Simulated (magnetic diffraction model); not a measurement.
## Which magnetic order? Tm2Sn5Rh3

Space group Ibam (no. 72), a = 10.9260 Å, b = 12.6280 Å, c = 6.4520 Å.

| site | atom | x | y | z |
| --- | --- | --- | --- | --- |
| 8j | Tm | 0.7707 | 0.6308 | 1/2 |
| 8j | Sn | 0.3498 | 0.3905 | 0 |
| 8g | Sn | 0 | 0.7724 | 1/4 |
| 4b | Sn | 0 | 1/2 | 3/4 |
| 8j | Rh | 0.1072 | 0.3577 | 0 |
| 4a | Rh | 0 | 0 | 1/4 |

The compound is invented for this exercise: a known structure type with other elements, its cell scaled to their sizes and not relaxed.

Only Tm is taken to order (form factors of Tm3+); orders and moment sizes are assumed, and not adapted to the symmetry. Radiation: neutrons of λ = 2.567 Å, 2° to 60°; isotropic B of 0.15 Å² (Tm), 0.18 Å² (Sn) and 0.23 Å² (Rh). Simulated constant-wavelength pattern: nuclear and magnetic terms add, the magnetic one as |2.695 fm × Σ f S⊥ exp(2πi Q·r) exp(−B s²)|², summed over all Q at one angle with the factor 1/(sin²θ cos θ). For a modulated order the moment at position r is S exp(−2πi k·r) + c.c., with S = m/2 for a sine wave of amplitude m and S = m(u + iv)/2 for moments turning in a plane, u and v being orthogonal unit vectors in it; the phase factor of the sum at Q = H + k is then exp(2πi H·r). Free-ion form factors, Sears's scattering lengths of 1992, no absorption; a label names one of the reflections at its angle. The strongest nuclear line in the range is 100, and lines under 0.2 are left out.

Above the ordering temperature:

```tsv
2θ (°)	index	I
27.18	(2 0 0)	10.6
35.84	(1 2 1)	2.5
37.83	(2 1 1)	0.4
46.89	(0 0 2)	8.0
47.98	(0 4 0)	7.4
50.57	(1 1 2)	1.1
51.35	(2 3 1)	8.3
53.86	(3 2 1)	97.6
55.04	(2 0 2)	100.0
55.55	(3 3 0)	4.7
55.76	(1 4 1)	1.0
56.01	(2 4 0)	87.1
56.05	(4 0 0)	8.2
```

Below it (cell unchanged):

```
2θ (°)      I
 18.45    2.1
 22.82  117.1
 23.91   67.9
 27.18   10.6
 30.86   69.7
 32.95    0.5
 35.09    2.4
 35.84    2.5
 36.51   52.7
 37.83    0.4
 38.44    0.3
 39.12    0.4
 40.98    2.0
 43.30    3.1
 45.50   17.9
 45.95    0.6
 46.89    8.0
 47.98    7.4
 48.22    0.3
 48.63   27.2
 49.23    1.4
 50.38   16.3
 50.57    1.1
 51.35    8.3
 53.76   27.5
 53.86   97.6
 53.87    1.3
 55.04  100.0
 55.34    0.4
 55.55    4.7
 55.76    1.0
 55.77    1.4
 56.01   87.1
 56.05    8.2
 56.23    0.5
 56.60   33.5
```
(The table stops after 36 lines; 3 more lie at higher angle.)

**Question.** Find the propagation vector, then choose among these models:
A. moments turning in the plane of [100] and [010], 5.7 μB on Tm; signs + at (0.7707, 0.6308, 1/2), − at (0.2293, 0.3692, 1/2), + at (0.2293, 0.6308, 0), − at (0.7707, 0.3692, 0)
B. a sine wave with moments along [100] (amplitudes given), 5.7 μB on Tm; signs + at (0.7707, 0.6308, 1/2), − at (0.2293, 0.3692, 1/2), + at (0.2293, 0.6308, 0), − at (0.7707, 0.3692, 0)
C. a sine wave with moments along [001] (amplitudes given), 5.7 μB on Tm; signs + at (0.7707, 0.6308, 1/2), − at (0.2293, 0.3692, 1/2), + at (0.2293, 0.6308, 0), − at (0.7707, 0.3692, 0)
D. moments turning in the plane of [010] and [001], 5.7 μB on Tm; signs + at (0.7707, 0.6308, 1/2), − at (0.2293, 0.3692, 1/2), + at (0.2293, 0.6308, 0), − at (0.7707, 0.3692, 0)

The new lines index as (1 1 1/5) at 18.45°, (1 0 4/5) at 22.82°, (0 2 1/5) at 23.91° and (1 0 6/5) at 30.86°, that is as H ± k with k = (0 0 1/5). Satellites come in pairs about each point of the reciprocal lattice.

Magnetic intensity, observed (below minus above) and for each model:

| 2θ (°) | index | observed | A | B | C | D |
| --- | --- | --- | --- | --- | --- | --- |
| 22.82 | (1 0 4/5) | 117.1 | 117.1 | 46.0 | 25.1 | 96.2 |
| 30.86 | (1 0 6/5) | 69.7 | 69.7 | 31.1 | 7.5 | 46.1 |
| 36.51 | (2 2 1/5) | 52.7 | 52.7 | 22.7 | 51.0 | 81.0 |
| 45.50 | (3 0 4/5) | 17.9 | 17.9 | 2.6 | 12.7 | 27.9 |
| 48.63 | (0 2 9/5) | 27.2 | 27.2 | 15.5 | 3.8 | 15.5 |
| 50.38 | (3 0 6/5) | 16.3 | 16.3 | 3.9 | 8.5 | 20.9 |
| 56.60 | (2 2 9/5) | 33.5 | 33.5 | 16.1 | 9.2 | 26.6 |
| 57.70 | (0 2 11/5) | 20.0 | 20.0 | 11.0 | 1.9 | 11.0 |

Model A matches.

The structure used: k = (0 0 1/5), moments turning in the plane of [100] and [010], 5.7 μB on Tm; signs + at (0.7707, 0.6308, 1/2), − at (0.2293, 0.3692, 1/2), + at (0.2293, 0.6308, 0), − at (0.7707, 0.3692, 0).

[Logs are printed without paths, hosts, clocks, repeated set-up lines and the standing remarks that a program may print on its own settings, such as how far it seeks lower states.]
